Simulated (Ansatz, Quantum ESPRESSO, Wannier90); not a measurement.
# Ballistic channels from Wannier functions: straight Ag chain, spacing 2.66 Å, part 2 of 5

Wanted: localised orbitals and the quantum conductance of this wire: straight Ag chain, spacing 2.66 Å.

Quantum ESPRESSO 7.5 and Wannier90 3.1.0; plane-wave DFT, LDA, GBRV ultrasoft pseudopotentials; cross-check by Ansatz 0.2.0 with PAW datasets.

So far. Step 2 (Ground state): The run needed 11 iterations to bring the estimated error under 1e-07 Ry.

**4. Neighbour list from wannier90 -pp**

Level of this step: maximally localised Wannier functions and ballistic conductance; plane-wave DFT, LDA, GBRV ultrasoft pseudopotentials (Wannier90).

The .win file sets projections and windows: states in the frozen window are kept exactly, the outer window gives room to disentangle.

Contents of wan.win:

```
num_wann = 6
num_bands = 21
num_iter = 200
num_print_cycles = 20
conv_tol = 1e-8
conv_window = 5
guiding_centres = true
dis_num_iter = 1500
dis_conv_tol = 1e-8
dis_win_min = -14.3029
dis_win_max = 5.6971
dis_froz_max = -1.8029
search_shells = 120
fermi_energy = -3.3029

transport = true
transport_mode = bulk
one_dim_axis = z
dist_cutoff = 18.52
dist_cutoff_mode = one_dim
tran_win_min = -4.0
tran_win_max = 2.0
tran_energy_step = 0.02

bands_plot = true
bands_num_points = 96
begin kpoint_path
G 0.0 0.0 0.0 Z 0.0 0.0 0.5
end kpoint_path

begin projections
Ag:s;d
end projections

begin unit_cell_cart
ang
  8.0000000000 0.0000000000 0.0000000000
  0.0000000000 8.0000000000 0.0000000000
  0.0000000000 0.0000000000 2.6600000000
end unit_cell_cart

begin atoms_frac
  Ag 0.0000000000 0.0000000000 0.0000000000
end atoms_frac

mp_grid = 1 1 14
begin kpoints
  0.0 0.0 0.0000000000
  0.0 0.0 0.0714285714
  0.0 0.0 0.1428571429
  0.0 0.0 0.2142857143
  0.0 0.0 0.2857142857
  0.0 0.0 0.3571428571
  0.0 0.0 0.4285714286
  0.0 0.0 0.5000000000
  0.0 0.0 0.5714285714
  0.0 0.0 0.6428571429
  0.0 0.0 0.7142857143
  0.0 0.0 0.7857142857
  0.0 0.0 0.8571428571
  0.0 0.0 0.9285714286
end kpoints
```

On the command line:

```sh
> OMP_NUM_THREADS=1 wannier90.x -pp wan > wan.pp.log
```

The program printed:

```text
+---------------------------------------------------+
             |                                                   |
             |                   WANNIER90                       |
             |                                                   |
             +---------------------------------------------------+
             |                                                   |
             |        Welcome to the Maximally-Localized         |
             |        Generalized Wannier Functions code         |
             |                             |
             |                                                   |
             |                                                   |
             |  Wannier90 Developer Group:                       |
             |    Giovanni Pizzi    (EPFL)                       |
             |    Valerio Vitale    (Cambridge)                  |
             |    David Vanderbilt  (Rutgers University)         |
             |    Nicola Marzari    (EPFL)                       |
             |    Ivo Souza         (Universidad del Pais Vasco) |
             |    Arash A. Mostofi  (Imperial College London)    |
             |    Jonathan R. Yates (University of Oxford)       |
             |                                                   |
             |  For the full list of Wannier90 3.x authors,      |
             |  please check the code documentation and the      |
             |  README on the GitHub page of the code            |
             |                                                   |
             |                                                   |
             |  Please cite                                      |
             |                                                   |
             |  [ref] "Wannier90 as a community code:            |
             |        new features and applications",            |
             |        G. Pizzi et al., J. Phys. Cond. Matt. 32,  |
             |        165902 (2020).                             |
             |            |
             |                                                   |
             |  in any publications arising from the use of      |
             |  this code. For the method please cite            |
             |                                                   |
             |  [ref] "Maximally Localized Generalised Wannier   |
             |         Functions for Composite Energy Bands"     |
             |         N. Marzari and D. Vanderbilt              |
             |         Phys. Rev. B 56 12847 (1997)              |
             |                                                   |
             |  [ref] "Maximally Localized Wannier Functions     |
             |         for Entangled Energy Bands"               |
             |         I. Souza, N. Marzari and D. Vanderbilt    |
             |         Phys. Rev. B 65 035109 (2001)             |
             |                                                   |
             |                                                   |
             | Copyright (c) 1996-2020                           |
             |        The Wannier90 Developer Group and          |
             |        individual contributors                    |
             |                                                   |
             |      Release: 3.1.0        5th March    2020      |
             |                                                   |
             | This program is free software; you can            |
             | redistribute it and/or modify it under the terms  |
             | of the GNU General Public License as published by |
             | the Free Software Foundation; either version 2 of |
             | the License, or (at your option) any later version|
             |                                                   |
             | This program is distributed in the hope that it   |
             | will be useful, but WITHOUT ANY WARRANTY; without |
             | even the implied warranty of MERCHANTABILITY or   |
             | FITNESS FOR A PARTICULAR PURPOSE. See the GNU     |
             | General Public License for more details.          |
             |                                                   |
             | You should have received a copy of the GNU General|
             | Public License along with this program; if not,   |
             | write to the Free Software Foundation, Inc.,      |
             | 675 Mass Ave, Cambridge, MA 02139, USA.           |
             |                                                   |
             +---------------------------------------------------+
[date or host left out]
             +---------------------------------------------------+

 ******************************************************************************
 * -> Using CODATA 2006 constant values                                       *
 *    (                      *
 * -> Using Bohr value from CODATA                                            *
 ******************************************************************************

 Running in serial (with parallel executable)

                                    ------
                                    SYSTEM
                                    ------

                              Lattice Vectors (Ang)
                    a_1     8.000000   0.000000   0.000000
                    a_2     0.000000   8.000000   0.000000
                    a_3     0.000000   0.000000   2.660000

                   Unit Cell Volume:     170.24000  (Ang^3)

                        Reciprocal-Space Vectors (Ang^-1)
                    b_1     0.785398   0.000000   0.000000
                    b_2     0.000000   0.785398   0.000000
                    b_3     0.000000   0.000000   2.362100

 *----------------------------------------------------------------------------*
 |   Site       Fractional Coordinate          Cartesian Coordinate (Ang)     |
 +----------------------------------------------------------------------------+
 | Ag   1   0.00000   0.00000   0.00000   |    0.00000   0.00000   0.00000    |
 *----------------------------------------------------------------------------*
                                ------------
                                K-POINT GRID
                                ------------

             Grid size =  1 x  1 x 14      Total points =   14

 *---------------------------------- MAIN ------------------------------------*
 |  Number of Wannier Functions               :                 6             |
 |  Number of Objective Wannier Functions     :                 6             |
[...]
|  Write on-site energies <0n|H|0n> to file  :                 F             |
 |  Use guiding centre to control phases      :                 T             |
 |  Use phases for initial projections        :                 F             |
 |  Iterations before starting guiding centres:                 0             |
 |  Iterations between using guiding centres  :                 1             |
 *----------------------------------------------------------------------------*
 *------------------------------- DISENTANGLE --------------------------------*
 |  Using band disentanglement                :                 T             |
 |  Total number of iterations                :              1500             |
 |  Mixing ratio                              :             0.500             |
 |  Convergence tolerence                     :         1.000E-08             |
 |  Convergence window                        :                 3             |
 *----------------------------------------------------------------------------*
 *-------------------------------- PLOTTING ----------------------------------*
 |  Plotting interpolated bandstructure       :                 T             |
 |   Number of K-path sections                :                 1             |
 |   Divisions along first K-path section     :                96             |
 |   Output format                            :           gnuplot             |
 |   Output mode                              :               s-k             |
 *----------------------------------------------------------------------------*
 |   K-space path sections:                                                   |
 |    From: G       0.000  0.000  0.000     To: Z       0.000  0.000  0.500   |
 *----------------------------------------------------------------------------*
 *------------------------------- TRANSPORT ----------------------------------*
 |  Transport mode                            :              bulk             |
 |   Hamiltonian from external files          :                 F             |
 |   System extended in                       :                 z             |
 |   Centre of the unit cell to which WF are translated (fract. coords):      |
 |                                       0.000000,    0.000000,    0.000000   |
 |  Fermi energy (eV)                         :            -3.303             |
 *----------------------------------------------------------------------------*
 Time to read parameters        0.003 (sec)

 *---------------------------------- K-MESH ----------------------------------*
 +----------------------------------------------------------------------------+
 |                    Distance to Nearest-Neighbour Shells                    |
 |                    ------------------------------------                    |
 |          Shell             Distance (Ang^-1)          Multiplicity         |
 |          -----             -----------------          ------------         |
 |             1                   0.168721                      2            |
 |             2                   0.337443                      2            |
 |             3                   0.506164                      2            |
 |             4                   0.674886                      2            |
 |             5                   0.785398                      4            |
 |             6                   0.803316                      8            |
 |             7                   0.843607                      2            |
 |             8                   0.854820                      8            |
 |             9                   0.934373                      8            |
 |            10                   1.012328                      2            |
 |            11                   1.035529                      8            |
 |            12                   1.110721                      4            |
 |            13                   1.123462                      8            |
 |            14                   1.152616                      8            |
 |            15                   1.160848                      8            |
 |            16                   1.181050                      2            |
[...]
|           113                   2.876674                     16            |
 |           114                   2.894702                      8            |
 |           115                   2.897990                      8            |
 |           116                   2.911069                     16            |
 |           117                   2.911104                     16            |
 |           118                   2.919115                      8            |
 |           119                   2.943428                     16            |
 |           120                   2.954780                     16            |
 +----------------------------------------------------------------------------+
 | The b-vectors are chosen automatically                                     |
 | The following shells are used:   1,  5                                     |
 +----------------------------------------------------------------------------+
 |                        Shell   # Nearest-Neighbours                        |
 |                        -----   --------------------                        |
 |                          1               2                                 |
 |                          5               4                                 |
 +----------------------------------------------------------------------------+
 | Completeness relation is fully satisfied [Eq. (B1), PRB 56, 12847 (1997)]  |
 +----------------------------------------------------------------------------+
 |                  b_k Vectors (Ang^-1) and Weights (Ang^2)                  |
 |                  ----------------------------------------                  |
 |            No.         b_k(x)      b_k(y)      b_k(z)        w_b           |
 |            ---        --------------------------------     --------        |
 |             1         0.000000    0.000000    0.168721    17.564250        |
 |             2         0.000000    0.000000   -0.168721    17.564250        |
 |             3         0.785398    0.000000    0.000000     0.810569        |
 |             4         0.000000    0.785398    0.000000     0.810569        |
 |             5         0.000000   -0.785398    0.000000     0.810569        |
 |             6        -0.785398    0.000000    0.000000     0.810569        |
 +----------------------------------------------------------------------------+
 |                           b_k Directions (Ang^-1)                          |
 |                           -----------------------                          |
 |            No.           x           y           z                         |
 |            ---        --------------------------------                     |
 |             1         0.000000    0.000000    0.168721                     |
 |             2         0.785398    0.000000    0.000000                     |
 |             3         0.000000    0.785398    0.000000                     |
 +----------------------------------------------------------------------------+

 Time to get kmesh              0.012 (sec)
 *============================================================================*
 |                              MEMORY ESTIMATE                               |
 |         Maximum RAM allocated during each phase of the calculation         |
 *============================================================================*
 |                        Disentanglement            0.85 Mb                  |
 |                            Wannierise:            0.18 Mb                  |
 |                          plot_wannier:            0.18 Mb                  |
 *----------------------------------------------------------------------------*

 Starting a new Wannier90 calculation ...

 Time to write kmesh            0.016 (sec)

 Exiting... wan.nnkp written.
```

The job ended after 0.48 s (1 MPI rank of Arm Neoverse V2, shared host; peak memory 0.09 GiB).

**5. Overlaps and projections**

pw2wannier90.x computes the overlaps between neighbouring k-points and the projections.

Contents of wan.p2w.in:

```
&inputpp
  prefix = 'nscf'
  outdir = './out'
  seedname = 'wan'
  write_mmn = .true.
  write_amn = .true.
  write_unk = .false.
/
```

On the command line:

```sh
> OMP_NUM_THREADS=1 mpirun -n 2 pw2wannier90.x -in wan.p2w.in > wan.p2w.out
```

The program printed:

```text
[banner, memory and clock lines left out]
Program PW2WANNIER v.7.5 starts

          URL

     Reading nscf_save data

     ./out/nscf.save/

     IMPORTANT: XC functional enforced from input :
     Exchange-correlation= PZ
                           (   1   1   0   0   0   0   0)
     Any further DFT definition will be discarded
     Please, verify this is what you really want

     negative rho (up, down):  1.035E-03 0.000E+00
     Reading collected, re-writing distributed wavefunctions

      Spin CASE ( default = unpolarized )

  Wannier mode is: standalone

  -----------------
  *** Reading nnkp
  -----------------

  Checking info from wannier.nnkp file

  - Real lattice is ok
  - Reciprocal lattice is ok
  - K-points are ok
  - Number of wannier functions is ok (  6)
  - All guiding functions are given

  Projections:
    0.000000    0.000000    0.000000  0  1  1    1.000000
    0.000000    0.000000    0.000000  2  1  1    1.000000
    0.000000    0.000000    0.000000  2  2  1    1.000000
    0.000000    0.000000    0.000000  2  3  1    1.000000
    0.000000    0.000000    0.000000  2  4  1    1.000000
    0.000000    0.000000    0.000000  2  5  1    1.000000

  Reading data about k-point neighbours

  All neighbours are found

  Opening pp-files

  *** Compute  A projections

  Number of local k points =       14
       1       2       3       4       5       6       7       8       9      10
      11      12      13      14
  AMN calculated

  ---------------
  *** Compute  M
  ---------------

  Number of local k points =       14
       1       2       3       4       5       6       7       8       9      10
      11      12      13      14
  MMN calculated

  *** Orbital terms are not computed

  *** SHC terms are not computed

  ----------------
  *** Write bands
  ----------------

  *** Plot info is not printed

  *** Parity info is not printed

  ------------
  *** Stop pp
  ------------

     Internal routines:
```

Elapsed: 3 s, on 2 MPI ranks; peak memory 0.1 GiB; 5.8 s of CPU time.

(Part 2 of 5 ends here.)

[Logs are printed without paths, hosts, clocks, repeated set-up lines and the standing remarks that a program may print on its own settings, such as how far it seeks lower states.]

[Hosts, paths, dates, database ids (printed as entryN), source tags and the programs' standing remarks are cut or masked in the printed files.]

[Maps of the electrostatic potential energy from Ansatz leave out the sawtooth potential of an applied field or a dipole correction, so their vacuum need not be flat; planar profiles and work functions include it.]
